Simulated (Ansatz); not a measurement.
# Si3N4 (P6_3/m): the host for defect calculations

Aim: the runs on the perfect crystal Si3N4 (P6_3/m) that a defect calculation needs first.

Calculated with Ansatz 0.2.0; plane-wave PAW DFT, PBEsol; relaxation of the defect-free supercell in its symmetry; PAW set soft_1, in the first sound run; inputs show where later runs differ.

**1. The structure**

The cell holds 126 atoms: 54 Si and 72 N. Its edges and angles: a = 13.206 Å, b = 13.206 Å, c = 8.731 Å, α = 90.0°, β = 90.0°, γ = 120.0°.

**2. Defect free supercell relaxed in its symmetry**

This cell, the one that will hold the defects, is built from the relaxed host. Its coarser k-points can move the atoms a little, so it is relaxed from the symmetric sites, as the reference for the test of stability.

The input, pristine.symmetric/input.yaml:

```yaml
crystal:
  lattice:
    - [11.4366858822, 6.6029736727, 0.0]
    - [-11.4366858822, 6.6029736727, 0.0]
    - [0.0, 0.0, 8.7307673276]
  atoms:
    - { symbol: Si, position: [0.0195004637, 0.8065554461, 0.25] }
    - { symbol: Si, position: [0.3528337971, 0.4732221127, 0.25] }
    - { symbol: Si, position: [0.6861671304, 0.1398887794, 0.25] }
    - { symbol: Si, position: [0.2129450177, 0.0195004637, 0.0833333333] }
    - { symbol: Si, position: [0.546278351, 0.6861671304, 0.0833333333] }
    - { symbol: Si, position: [0.8796116843, 0.3528337971, 0.0833333333] }
    - { symbol: Si, position: [0.1398887794, 0.453721649, 0.0833333333] }
    - { symbol: Si, position: [0.4732221127, 0.1203883157, 0.0833333333] }
    - { symbol: Si, position: [0.8065554461, 0.7870549823, 0.0833333333] }
    - { symbol: Si, position: [0.1934445539, 0.2129450177, 0.25] }
    - { symbol: Si, position: [0.5267778873, 0.8796116843, 0.25] }
    - { symbol: Si, position: [0.8601112206, 0.546278351, 0.25] }
    - { symbol: Si, position: [0.1203883157, 0.6471662029, 0.25] }
    - { symbol: Si, position: [0.453721649, 0.3138328696, 0.25] }
    - { symbol: Si, position: [0.7870549823, 0.9804995363, 0.25] }
    - { symbol: Si, position: [0.3138328696, 0.8601112206, 0.0833333333] }
    - { symbol: Si, position: [0.6471662029, 0.5267778873, 0.0833333333] }
    - { symbol: Si, position: [0.9804995363, 0.1934445539, 0.0833333333] }
    - { symbol: "N", position: [0.0, 0.6666666667, 0.25] }
    - { symbol: "N", position: [0.3333333333, 0.3333333334, 0.25] }
    - { symbol: "N", position: [0.6666666667, 0.0, 0.25] }
    - { symbol: "N", position: [0.0, 0.3333333333, 0.0833333333] }
    - { symbol: "N", position: [0.3333333333, 0.0, 0.0833333333] }
    - { symbol: "N", position: [0.6666666667, 0.6666666666, 0.0833333333] }
    - { symbol: "N", position: [0.2134584289, 0.4565327427, 0.25] }
    - { symbol: "N", position: [0.5467917623, 0.1231994093, 0.25] }
    - { symbol: "N", position: [0.8801250956, 0.789866076, 0.25] }
    - { symbol: "N", position: [0.0902590196, 0.8801250956, 0.0833333333] }
    - { symbol: "N", position: [0.4235923529, 0.5467917623, 0.0833333333] }
    - { symbol: "N", position: [0.7569256863, 0.2134584289, 0.0833333333] }
    - { symbol: "N", position: [0.1231994093, 0.5764076471, 0.0833333333] }
    - { symbol: "N", position: [0.4565327427, 0.2430743137, 0.0833333333] }
    - { symbol: "N", position: [0.789866076, 0.9097409804, 0.0833333333] }
    - { symbol: "N", position: [0.210133924, 0.0902590196, 0.25] }
    - { symbol: "N", position: [0.5434672573, 0.7569256863, 0.25] }
    - { symbol: "N", position: [0.8768005907, 0.4235923529, 0.25] }
    - { symbol: "N", position: [0.1198749044, 0.210133924, 0.0833333333] }
    - { symbol: "N", position: [0.4532082377, 0.8768005907, 0.0833333333] }
    - { symbol: "N", position: [0.7865415711, 0.5434672573, 0.0833333333] }
    - { symbol: "N", position: [0.2430743137, 0.7865415711, 0.25] }
    - { symbol: "N", position: [0.5764076471, 0.4532082377, 0.25] }
    - { symbol: "N", position: [0.9097409804, 0.1198749044, 0.25] }
    - { symbol: Si, position: [0.0195004637, 0.8065554461, 0.5833333333] }
    - { symbol: Si, position: [0.3528337971, 0.4732221127, 0.5833333333] }
    - { symbol: Si, position: [0.6861671304, 0.1398887794, 0.5833333333] }
    - { symbol: Si, position: [0.2129450177, 0.0195004637, 0.4166666667] }
    - { symbol: Si, position: [0.546278351, 0.6861671304, 0.4166666667] }
    - { symbol: Si, position: [0.8796116843, 0.3528337971, 0.4166666667] }
    - { symbol: Si, position: [0.1398887794, 0.453721649, 0.4166666667] }
    - { symbol: Si, position: [0.4732221127, 0.1203883157, 0.4166666667] }
    - { symbol: Si, position: [0.8065554461, 0.7870549823, 0.4166666667] }
    - { symbol: Si, position: [0.1934445539, 0.2129450177, 0.5833333333] }
    - { symbol: Si, position: [0.5267778873, 0.8796116843, 0.5833333333] }
    - { symbol: Si, position: [0.8601112206, 0.546278351, 0.5833333333] }
    - { symbol: Si, position: [0.1203883157, 0.6471662029, 0.5833333333] }
    - { symbol: Si, position: [0.453721649, 0.3138328696, 0.5833333333] }
    - { symbol: Si, position: [0.7870549823, 0.9804995363, 0.5833333333] }
    - { symbol: Si, position: [0.3138328696, 0.8601112206, 0.4166666667] }
    - { symbol: Si, position: [0.6471662029, 0.5267778873, 0.4166666667] }
    - { symbol: Si, position: [0.9804995363, 0.1934445539, 0.4166666667] }
    - { symbol: "N", position: [0.0, 0.6666666667, 0.5833333333] }
    - { symbol: "N", position: [0.3333333333, 0.3333333334, 0.5833333333] }
    - { symbol: "N", position: [0.6666666667, 0.0, 0.5833333333] }
    - { symbol: "N", position: [0.0, 0.3333333333, 0.4166666667] }
    - { symbol: "N", position: [0.3333333333, 0.0, 0.4166666667] }
    - { symbol: "N", position: [0.6666666667, 0.6666666666, 0.4166666667] }
    - { symbol: "N", position: [0.2134584289, 0.4565327427, 0.5833333333] }
    - { symbol: "N", position: [0.5467917623, 0.1231994093, 0.5833333333] }
    - { symbol: "N", position: [0.8801250956, 0.789866076, 0.5833333333] }
    - { symbol: "N", position: [0.0902590196, 0.8801250956, 0.4166666667] }
    - { symbol: "N", position: [0.4235923529, 0.5467917623, 0.4166666667] }
    - { symbol: "N", position: [0.7569256863, 0.2134584289, 0.4166666667] }
    - { symbol: "N", position: [0.1231994093, 0.5764076471, 0.4166666667] }
    - { symbol: "N", position: [0.4565327427, 0.2430743137, 0.4166666667] }
    - { symbol: "N", position: [0.789866076, 0.9097409804, 0.4166666667] }
    - { symbol: "N", position: [0.210133924, 0.0902590196, 0.5833333333] }
    - { symbol: "N", position: [0.5434672573, 0.7569256863, 0.5833333333] }
    - { symbol: "N", position: [0.8768005907, 0.4235923529, 0.5833333333] }
    - { symbol: "N", position: [0.1198749044, 0.210133924, 0.4166666667] }
    - { symbol: "N", position: [0.4532082377, 0.8768005907, 0.4166666667] }
    - { symbol: "N", position: [0.7865415711, 0.5434672573, 0.4166666667] }
    - { symbol: "N", position: [0.2430743137, 0.7865415711, 0.5833333333] }
    - { symbol: "N", position: [0.5764076471, 0.4532082377, 0.5833333333] }
    - { symbol: "N", position: [0.9097409804, 0.1198749044, 0.5833333333] }
    - { symbol: Si, position: [0.0195004637, 0.8065554461, 0.9166666667] }
    - { symbol: Si, position: [0.3528337971, 0.4732221127, 0.9166666667] }
    - { symbol: Si, position: [0.6861671304, 0.1398887794, 0.9166666667] }
    - { symbol: Si, position: [0.2129450177, 0.0195004637, 0.75] }
    - { symbol: Si, position: [0.546278351, 0.6861671304, 0.75] }
    - { symbol: Si, position: [0.8796116843, 0.3528337971, 0.75] }
    - { symbol: Si, position: [0.1398887794, 0.453721649, 0.75] }
    - { symbol: Si, position: [0.4732221127, 0.1203883157, 0.75] }
    - { symbol: Si, position: [0.8065554461, 0.7870549823, 0.75] }
    - { symbol: Si, position: [0.1934445539, 0.2129450177, 0.9166666667] }
    - { symbol: Si, position: [0.5267778873, 0.8796116843, 0.9166666667] }
    - { symbol: Si, position: [0.8601112206, 0.546278351, 0.9166666667] }
    - { symbol: Si, position: [0.1203883157, 0.6471662029, 0.9166666667] }
    - { symbol: Si, position: [0.453721649, 0.3138328696, 0.9166666667] }
    - { symbol: Si, position: [0.7870549823, 0.9804995363, 0.9166666667] }
    - { symbol: Si, position: [0.3138328696, 0.8601112206, 0.75] }
    - { symbol: Si, position: [0.6471662029, 0.5267778873, 0.75] }
    - { symbol: Si, position: [0.9804995363, 0.1934445539, 0.75] }
    - { symbol: "N", position: [0.0, 0.6666666667, 0.9166666667] }
    - { symbol: "N", position: [0.3333333333, 0.3333333334, 0.9166666667] }
    - { symbol: "N", position: [0.6666666667, 0.0, 0.9166666667] }
    - { symbol: "N", position: [0.0, 0.3333333333, 0.75] }
    - { symbol: "N", position: [0.3333333333, 0.0, 0.75] }
    - { symbol: "N", position: [0.6666666667, 0.6666666666, 0.75] }
    - { symbol: "N", position: [0.2134584289, 0.4565327427, 0.9166666667] }
    - { symbol: "N", position: [0.5467917623, 0.1231994093, 0.9166666667] }
    - { symbol: "N", position: [0.8801250956, 0.789866076, 0.9166666667] }
    - { symbol: "N", position: [0.0902590196, 0.8801250956, 0.75] }
    - { symbol: "N", position: [0.4235923529, 0.5467917623, 0.75] }
    - { symbol: "N", position: [0.7569256863, 0.2134584289, 0.75] }
    - { symbol: "N", position: [0.1231994093, 0.5764076471, 0.75] }
    - { symbol: "N", position: [0.4565327427, 0.2430743137, 0.75] }
    - { symbol: "N", position: [0.789866076, 0.9097409804, 0.75] }
    - { symbol: "N", position: [0.210133924, 0.0902590196, 0.9166666667] }
    - { symbol: "N", position: [0.5434672573, 0.7569256863, 0.9166666667] }
    - { symbol: "N", position: [0.8768005907, 0.4235923529, 0.9166666667] }
    - { symbol: "N", position: [0.1198749044, 0.210133924, 0.75] }
    - { symbol: "N", position: [0.4532082377, 0.8768005907, 0.75] }
    - { symbol: "N", position: [0.7865415711, 0.5434672573, 0.75] }
    - { symbol: "N", position: [0.2430743137, 0.7865415711, 0.9166666667] }
    - { symbol: "N", position: [0.5764076471, 0.4532082377, 0.9166666667] }
    - { symbol: "N", position: [0.9097409804, 0.1198749044, 0.9166666667] }
basis:
  ecutwfc: 420
  xc_grid: 2
hamiltonian:
  xc: pbesol
  pseudopotentials: { kind: paw, azcp: { folder: soft_1 }, xc_functional: pbe }
kpoints:
  mp_grid: { grid: [1, 1, 1] }
scf:
  occupations: { method: fermi_dirac, width: 0.01 }
  max_iter: 100
  lower_state_search: "off"
output:
  forces: true
relax:
  f_tol: 0.015
  max_steps: 60
  escape_saddle: false
checkpoint:
  write: "../pristine.symmetric.run"
  compress: false
  write_wavefunctions: false
  write_every: 100000
```

Command:

```
$ ansatz run input.yaml --threads 8 --pin off --max-ram 18841MiB --backend cpu --events-out ev --progress --plain --runs-dir out
```

Numbers of over 12 decimals in the logs are rounded to 6 here.

What it wrote:

```text
[... repeated set-up lines and file paths are left out, and long positions are rounded to six places ...]
Engine: ansatz 0.2.0, aarch64-unknown-linux-gnu
Pseudopotentials: kind: paw
Pseudopotential: Si, paw, valence charge 4, recommended cutoff 420 eV (normal), soft_1/Si.paw.azcp
Pseudopotential: N, paw, valence charge 5, recommended cutoff 420 eV (normal), soft_1/N.paw.azcp
Functional definition: PBEsol
  exchange = pbesol_x
  correlation = pbesol_c
Crystal: 126 atoms, lattice volume = 1318.628 Å³
Basis set: ecut = 420 eV, 25805 PW (Γ), exchange–correlation on 180×180×120 points (8 copies of the dense FFT grid, shifted against one another)
Bands: 414, of which v1, the nominal top of the filled ones, is band 288 counted from 1 (287 counted from 0)
Symmetry: 108 space group operations
Space group: P63/m (ITA 176), of the structure as read, at distance tolerance 1.1e-4 Å
k-points: 1
Non-local potential: Si, projectors of the file, l = 0: 2, l = 1: 2, l = 2: 1
Non-local potential: N, projectors of the file, l = 0: 2, l = 1: 2, l = 2: 1
PAW form: soft (Blöchl's): semilocal exchange-correlation on the pseudo side does not see the compensation charge
PAW frozen core: Si, regenerated for the run's functional, and the local potential with it (the file was generated under x = pbe(κ = 0.804, μ = 0.219515), c = pbe(β = 0.066725))
PAW frozen core: N, regenerated for the run's functional, and the local potential with it (the file was generated under x = pbe(κ = 0.804, μ = 0.219515), c = pbe(β = 0.066725))
PAW one-centre angular grid: Si, 110 points (default); XC on 64 Gauss nodes
PAW one-centre angular grid: N, 110 points (default); XC on 64 Gauss nodes
Initial density: superposition of atomic densities (chi_scale 0.1, normalization cell, long waves kept (reshape's long-wave potential 0.02 eV rms))
Initial wavefunctions: pseudopotential atomic-orbital guess
Functional: x = pbesol(κ = 0.804, μ = 0.123457), c = pbesol(β = 0.046)
SCF iter   1: F=—  HF=-61058.058885 eV  |F-HF|=—  |Δ(HF+E_count)|=         —  Δρ=1.48e-1  dr2=3.04e2  ethr=3.10e-3  ⟨swp⟩=6.0  Hψ=1868  notcnv=0  defer=37
preconditioner: auto → Resta (q_TF=auto, 2.377 Å⁻¹)  ε∞=3.6  [insulator: Δε(μ)=6.073 eV  Ē_g=15.341 eV  σ=0.010 eV  W_gap=1.00  n_scr=282 (ndim 8)  ℏωp=24.5 eV  f_vac=0.010  D(μ)=0.00/eV (n_scr^D=0)  ε∞_Penn≈3.6]
SCF iter   2: F=—  HF=-60965.410639 eV  |F-HF|=—  |Δ(HF+E_count)|=    9.26e1  Δρ=4.87e-2  dr2=1.79e1  ethr=3.10e-3  ⟨swp⟩=3.0  Hψ=985  notcnv=0  defer=122
SCF iter   3: F=—  HF=-60962.102942 eV  |F-HF|=—  |Δ(HF+E_count)|=    3.31e0  Δρ=2.38e-2  dr2=4.13e0  ethr=3.10e-3  ⟨swp⟩=1.0  Hψ=477  notcnv=0  defer=122
SCF iter   4: F=—  HF=-60961.491785 eV  |F-HF|=—  |Δ(HF+E_count)|=   6.11e-1  Δρ=1.97e-3  dr2=6.55e-2  ethr=7.17e-4  ⟨swp⟩=2.0  Hψ=296  notcnv=0  defer=122
SCF iter   5: F=—  HF=-60961.538514 eV  |F-HF|=—  |Δ(HF+E_count)|=   4.67e-2  Δρ=1.46e-3  dr2=2.89e-2  ethr=1.14e-5  ⟨swp⟩=3.0  Hψ=587  notcnv=0  defer=122
SCF iter   6: F=—  HF=-60961.537200 eV  |F-HF|=—  |Δ(HF+E_count)|=   1.31e-3  Δρ=3.79e-4  dr2=2.36e-3  ethr=5.01e-6  ⟨swp⟩=3.0  Hψ=562  notcnv=0  defer=122
SCF iter   7: F=—  HF=-60961.538576 eV  |F-HF|=—  |Δ(HF+E_count)|=   1.38e-3  Δρ=9.06e-5  dr2=1.82e-4  ethr=4.10e-7  ⟨swp⟩=2.0  Hψ=634  notcnv=0  defer=122
SCF iter   8: F=—  HF=-60961.538940 eV  |F-HF|=—  |Δ(HF+E_count)|=   3.65e-4  Δρ=2.04e-5  dr2=5.96e-6  ethr=3.15e-8  ⟨swp⟩=2.0  Hψ=584  notcnv=0  defer=122
SCF iter   9: F=-60961.538955 eV  HF=-60961.538955 eV  |F-HF|=2.23e-7  |Δ(HF+E_count)|=   1.46e-5  Δρ=2.99e-6  dr2=1.20e-7  ethr=9.77e-10  ⟨swp⟩=4.0  Hψ=1138  notcnv=0
SCF 1 converged in 9 iterations: F = -60961.538955 eV  dr2 = 1.20e-7
  greatest PAW one-centre occupation: 0.790 electrons in one spin orbital (limit 2), on the N atom at site 107 (counted from 0), in its partial waves of l = 0
relax step   1: F+E_penalty+E_count = -60961.53895508 eV  Δ(F+E_penalty+E_count) = +0.000e0 eV  max|allowed force component| = 7.974e-2 eV/Å  Δτ_max = 0.0000 Å  (9 SCF iters, dr2 threshold 5.63e-6 eV, accepted)
[...]
relax step   2: F+E_penalty+E_count = -60961.54517525 eV  Δ(F+E_penalty+E_count) = -6.220e-3 eV  max|allowed force component| = 4.627e-2 eV/Å  Δτ_max = 0.0031 Å  (5 SCF iters, dr2 threshold 3.97e-7 eV, accepted)
[...]
relax step   3: F+E_penalty+E_count = -60961.54745884 eV  Δ(F+E_penalty+E_count) = -2.284e-3 eV  max|allowed force component| = 6.167e-3 eV/Å  Δτ_max = 0.0025 Å  (6 SCF iters, accepted)
SCF converged after 6 iterations
Free energy (F): -60961.547459 eV
Harris-Foulkes:  -60961.547459 eV  (|F-HF|=5.52e-9)
Internal energy: -60961.547459 eV  (E = F + TS)
E sigma→0 (E₀):  -60961.547459 eV
Fermi energy:    10.127441 eV
--- Per-component energies (eV) ---
  E_band       = 491.931879
  E_kinetic    = 11963.217056
  E_local      = -18247.933661  (includes V_loc(G=0)·N_el)
  E_nonlocal   = 3667.497410
  E_hartree    = 6420.536470
  E_xc         = -7373.792405
  E_vxc        = -8131.694054  (∫ρ·V_xc dr)
  E_paw        = -35797.105402  (= ΣΔE_a)
  E_vpaw       = -1600.266610  (= ΣTr[D̂ρ^β])
  E_aug_tail   = 0.064670  (compensation charges beyond the density's cutoff)
  E_ewald      = -21597.758990
  E_core_change = 3.727392  (= ΣΔE_core)
  E_smearing   = -0.000000  (= −TS)
  E_closure    = -0.000000  (closes the sum)
  Σ components = -60961.547459   (vs F -60961.547459, Δ=0.00e0)
--- Forces (eV/Å), atoms counted from 1 ---
  atom   1  Si     0.00319469     0.00527606    -0.00000000
  atom   2  Si     0.00319469     0.00527606     0.00000000
  atom   3  Si     0.00319469     0.00527606     0.00000000
  atom   4  Si    -0.00297185     0.00540471    -0.00000000
  atom   5  Si    -0.00297185     0.00540471    -0.00000000
  atom   6  Si    -0.00297185     0.00540471    -0.00000000
  atom   7  Si     0.00616654    -0.00012866    -0.00000000
  atom   8  Si     0.00616654    -0.00012866    -0.00000000
  atom   9  Si     0.00616654    -0.00012866     0.00000000
  atom  10  Si    -0.00616654     0.00012866     0.00000000
  atom  11  Si    -0.00616654     0.00012866    -0.00000000
  atom  12  Si    -0.00616654     0.00012866     0.00000000
  atom  13  Si     0.00297185    -0.00540471     0.00000000
  atom  14  Si     0.00297185    -0.00540471     0.00000000
  atom  15  Si     0.00297185    -0.00540471     0.00000000
  atom  16  Si    -0.00319469    -0.00527606    -0.00000000
  atom  17  Si    -0.00319469    -0.00527606    -0.00000000
  atom  18  Si    -0.00319469    -0.00527606    -0.00000000
  atom  19  N     -0.00000000     0.00000000     0.00000000
  atom  20  N     -0.00000000     0.00000000     0.00000000
  atom  21  N     -0.00000000     0.00000000     0.00000000
  atom  22  N      0.00000000    -0.00000000     0.00000000
  atom  23  N      0.00000000    -0.00000000     0.00000000
  atom  24  N      0.00000000    -0.00000000    -0.00000000
[...]
atom 119  N      0.00383963    -0.00262243    -0.00000000
  atom 120  N      0.00383963    -0.00262243     0.00000000
  atom 121  N      0.00419090     0.00201400     0.00000000
  atom 122  N      0.00419090     0.00201400    -0.00000000
  atom 123  N      0.00419090     0.00201400    -0.00000000
  atom 124  N      0.00035127     0.00463643     0.00000000
  atom 125  N      0.00035127     0.00463643     0.00000000
  atom 126  N      0.00035127     0.00463643    -0.00000000
  max |Σ_I F_I| component: 2.95e-17 eV/Å
--- Relaxed structure (3 steps of the walk, 3 accepted, 0 SCFs on fresh bases) ---
  F+E_penalty+E_count = -60961.54745884 eV   max|allowed force component| = 6.167e-3 eV/Å
  atoms:
    - { symbol: Si, position: [0.019226, 0.806520, 0.25] }
    - { symbol: Si, position: [0.352560, 0.473186, 0.25] }
    - { symbol: Si, position: [0.685893, 0.139853, 0.25] }
    - { symbol: Si, position: [0.212706, 0.019226, 0.083333] }
    - { symbol: Si, position: [0.546040, 0.685893, 0.083333] }
    - { symbol: Si, position: [0.879373, 0.352560, 0.083333] }
    - { symbol: Si, position: [0.139853, 0.453960, 0.083333] }
    - { symbol: Si, position: [0.473186, 0.120627, 0.083333] }
    - { symbol: Si, position: [0.806520, 0.787294, 0.083333] }
    - { symbol: Si, position: [0.193480, 0.212706, 0.25] }
    - { symbol: Si, position: [0.526814, 0.879373, 0.25] }
    - { symbol: Si, position: [0.860147, 0.546040, 0.25] }
    - { symbol: Si, position: [0.120627, 0.647440, 0.25] }
    - { symbol: Si, position: [0.453960, 0.314107, 0.25] }
    - { symbol: Si, position: [0.787294, 0.980774, 0.25] }
    - { symbol: Si, position: [0.314107, 0.860147, 0.083333] }
    - { symbol: Si, position: [0.647440, 0.526814, 0.083333] }
    - { symbol: Si, position: [0.980774, 0.193480, 0.083333] }
    - { symbol: N, position: [5.551115123125783e-17, 0.666667, 0.25] }
    - { symbol: N, position: [0.333333, 0.333333, 0.25] }
    - { symbol: N, position: [0.666667, 5.551115123125783e-17, 0.25] }
    - { symbol: N, position: [2.7755575615628914e-17, 0.333333, 0.083333] }
    - { symbol: N, position: [0.333333, 2.7755575615628914e-17, 0.083333] }
    - { symbol: N, position: [0.666667, 0.666667, 0.083333] }
    - { symbol: N, position: [0.213223, 0.456785, 0.25] }
    - { symbol: N, position: [0.546556, 0.123452, 0.25] }
    - { symbol: N, position: [0.879890, 0.790119, 0.25] }
    - { symbol: N, position: [0.089771, 0.879890, 0.083333] }
    - { symbol: N, position: [0.423104, 0.546556, 0.083333] }
    - { symbol: N, position: [0.756438, 0.213223, 0.083333] }
    - { symbol: N, position: [0.123452, 0.576896, 0.083333] }
    - { symbol: N, position: [0.456785, 0.243562, 0.083333] }
    - { symbol: N, position: [0.790119, 0.910229, 0.083333] }
    - { symbol: N, position: [0.209881, 0.089771, 0.25] }
    - { symbol: N, position: [0.543215, 0.756438, 0.25] }
    - { symbol: N, position: [0.876548, 0.423104, 0.25] }
    - { symbol: N, position: [0.120110, 0.209881, 0.083333] }
    - { symbol: N, position: [0.453444, 0.876548, 0.083333] }
    - { symbol: N, position: [0.786777, 0.543215, 0.083333] }
    - { symbol: N, position: [0.243562, 0.786777, 0.25] }
    - { symbol: N, position: [0.576896, 0.453444, 0.25] }
    - { symbol: N, position: [0.910229, 0.120110, 0.25] }
    - { symbol: Si, position: [0.019226, 0.806520, 0.583333] }
    - { symbol: Si, position: [0.352560, 0.473186, 0.583333] }
    - { symbol: Si, position: [0.685893, 0.139853, 0.583333] }
    - { symbol: Si, position: [0.212706, 0.019226, 0.416667] }
    - { symbol: Si, position: [0.546040, 0.685893, 0.416667] }
    - { symbol: Si, position: [0.879373, 0.352560, 0.416667] }
[...]
- { symbol: Si, position: [0.526814, 0.879373, 0.916667] }
    - { symbol: Si, position: [0.860147, 0.546040, 0.916667] }
    - { symbol: Si, position: [0.120627, 0.647440, 0.916667] }
    - { symbol: Si, position: [0.453960, 0.314107, 0.916667] }
    - { symbol: Si, position: [0.787294, 0.980774, 0.916667] }
    - { symbol: Si, position: [0.314107, 0.860147, 0.750000] }
    - { symbol: Si, position: [0.647440, 0.526814, 0.750000] }
    - { symbol: Si, position: [0.980774, 0.193480, 0.750000] }
[...]
- { symbol: N, position: [0.543215, 0.756438, 0.916667] }
    - { symbol: N, position: [0.876548, 0.423104, 0.916667] }
    - { symbol: N, position: [0.120110, 0.209881, 0.750000] }
    - { symbol: N, position: [0.453444, 0.876548, 0.750000] }
    - { symbol: N, position: [0.786777, 0.543215, 0.750000] }
    - { symbol: N, position: [0.243562, 0.786777, 0.916667] }
    - { symbol: N, position: [0.576896, 0.453444, 0.916667] }
    - { symbol: N, position: [0.910229, 0.120110, 0.916667] }
```

Elapsed: 17 s, on 8 threads of Arm Neoverse V1, shared host; peak memory 1.8 GiB.

(Continued in part 2 of 3.)

[Logs are printed without paths, hosts, clocks, repeated set-up lines and the standing remarks that a program may print on its own settings, such as how far it seeks lower states.]

[Hosts, paths, dates, database ids (printed as entryN), source tags and the programs' standing remarks are cut or masked in the printed files.]

[Runs of the host that timed out are not shown.]

[For some hosts the program warned that the k-mesh of the response run may be too coarse for force constants and the static dielectric constant; such warnings are not always shown.]
